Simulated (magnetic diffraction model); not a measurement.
## Which magnetic order? Ce6PdPt7

Space group P-1 (no. 2), a = 5.7560 Å, b = 7.8919 Å, c = 8.0600 Å, α = 114.84°, β = 103.51°, γ = 102.66°.

| site | atom | x | y | z |
| --- | --- | --- | --- | --- |
| 2i | Pt | 0.5557 | 0.3226 | 0.4934 |
| 2i | Pt | 0.0552 | 0.5103 | 0.8275 |
| 2i | Pt | 0.2198 | 0.1535 | 0.6676 |
| 1a | Pt | 0 | 0 | 0 |
| 2i | Ce | 0.2809 | 0.8740 | 0.2509 |
| 2i | Ce | 0.0212 | 0.7470 | 0.6201 |
| 2i | Ce | 0.4091 | 0.3808 | 0.1262 |
| 1d | Pd | 1/2 | 0 | 0 |

The compound is invented for this exercise: a known structure type with other elements, its cell scaled to their sizes and not relaxed.

Only Ce is taken to order (form factors of Ce3+); orders and moment sizes are assumed, and not adapted to the symmetry. Radiation: neutrons of λ = 2.52 Å, 3° to 40°; isotropic B of 0.34 Å² (Pt), 0.56 Å² (Ce) and 0.4 Å² (Pd). Simulated constant-wavelength pattern: nuclear and magnetic terms add, the magnetic one as |2.695 fm × Σ f S⊥ exp(2πi Q·r) exp(−B s²)|², summed over all Q at one angle with the factor 1/(sin²θ cos θ). For collinear order S is the moment m, which repeats by lattice and centring translations R with the sign exp(−2πi k·R). Free-ion form factors, Sears's scattering lengths of 1992, no absorption; a label names one of the reflections at its angle. The strongest nuclear line in the range is 100, and lines under 0.2 are left out.

Above the ordering temperature:

| 2θ (°) | index | I |
| --- | --- | --- |
| 21.35 | (0 0 1) | 23.9 |
| 21.62 | (0 1 -1) | 8.8 |
| 21.73 | (0 1 0) | 3.0 |
| 27.92 | (1 0 0) | 33.5 |
| 28.27 | (1 0 -1) | 21.4 |
| 28.61 | (1 -1 0) | 15.6 |
| 35.55 | (1 1 -1) | 33.5 |
| 35.62 | (1 -1 1) | 19.6 |
| 36.33 | (-1 1 1) | 35.4 |
| 37.52 | (0 1 -2) | 100.0 |
| 37.73 | (0 1 1) | 59.1 |
| 38.21 | (0 2 -1) | 54.2 |

Below it (cell unchanged):

```
2θ (°)      I
 21.35   74.2
 21.62    8.8
 21.73   54.2
 27.92  109.0
 28.27   28.0
 28.61  193.3
 35.55  114.5
 35.62   21.9
 36.33   49.7
 37.52  213.5
 37.73   61.1
 38.21   56.8
```

**Question.** Find the propagation vector, then choose among these models:
A. collinear moments along [010], 1.6 μB on Ce; signs + at (0.2809, 0.8740, 0.2509), + at (0.0212, 0.7470, 0.6201), − at (0.4091, 0.3808, 0.1262), + at (0.7191, 0.1260, 0.7491), + at (0.9788, 0.2530, 0.3799), − at (0.5909, 0.6192, 0.8738)
B. collinear moments along [010], 1.6 μB on Ce; signs + at (0.2809, 0.8740, 0.2509), − at (0.0212, 0.7470, 0.6201), − at (0.4091, 0.3808, 0.1262), − at (0.7191, 0.1260, 0.7491), + at (0.9788, 0.2530, 0.3799), + at (0.5909, 0.6192, 0.8738)
C. collinear moments along [111], 1.6 μB on Ce; signs + at (0.2809, 0.8740, 0.2509), + at (0.0212, 0.7470, 0.6201), − at (0.4091, 0.3808, 0.1262), + at (0.7191, 0.1260, 0.7491), + at (0.9788, 0.2530, 0.3799), − at (0.5909, 0.6192, 0.8738)
D. collinear moments along [111], 1.6 μB on Ce; signs + at (0.2809, 0.8740, 0.2509), − at (0.0212, 0.7470, 0.6201), − at (0.4091, 0.3808, 0.1262), − at (0.7191, 0.1260, 0.7491), + at (0.9788, 0.2530, 0.3799), + at (0.5909, 0.6192, 0.8738)

No line moves, and magnetic intensity falls on nuclear lines such as the one at 28.61°, so the magnetic cell equals the chemical primitive cell: k = 0.

Magnetic intensity, observed (below minus above) and for each model:

| 2θ (°) | index | observed | A | B | C | D |
| --- | --- | --- | --- | --- | --- | --- |
| 21.35 | (0 0 1) | 50.3 | 172.1 | 79.0 | 50.3 | 23.1 |
| 21.62 | (0 1 -1) | <0.2 | <0.2 | 130.5 | <0.2 | 474.2 |
| 27.92 | (1 0 0) | 75.4 | 129.4 | 4.6 | 75.4 | 2.7 |
| 28.27 | (1 0 -1) | 6.6 | 6.6 | 88.5 | 6.6 | 88.5 |
| 28.61 | (1 -1 0) | 177.7 | 103.5 | 10.0 | 177.7 | 17.2 |
| 35.55 | (1 1 -1) | 80.9 | 79.5 | 5.6 | 80.9 | 5.7 |
| 36.33 | (-1 1 1) | 14.3 | 14.1 | 102.4 | 14.3 | 104.1 |
| 37.52 | (0 1 -2) | 113.5 | 111.7 | <0.2 | 113.5 | <0.2 |

Model C matches.

The absence at (0 1 -1) is telling: the sublattices cancel there.

The structure used: k = (0 0 0), collinear moments along [111], 1.6 μB on Ce; signs + at (0.2809, 0.8740, 0.2509), + at (0.0212, 0.7470, 0.6201), − at (0.4091, 0.3808, 0.1262), + at (0.7191, 0.1260, 0.7491), + at (0.9788, 0.2530, 0.3799), − at (0.5909, 0.6192, 0.8738).

[Logs are printed without paths, hosts, clocks, repeated set-up lines and the standing remarks that a program may print on its own settings, such as how far it seeks lower states.]
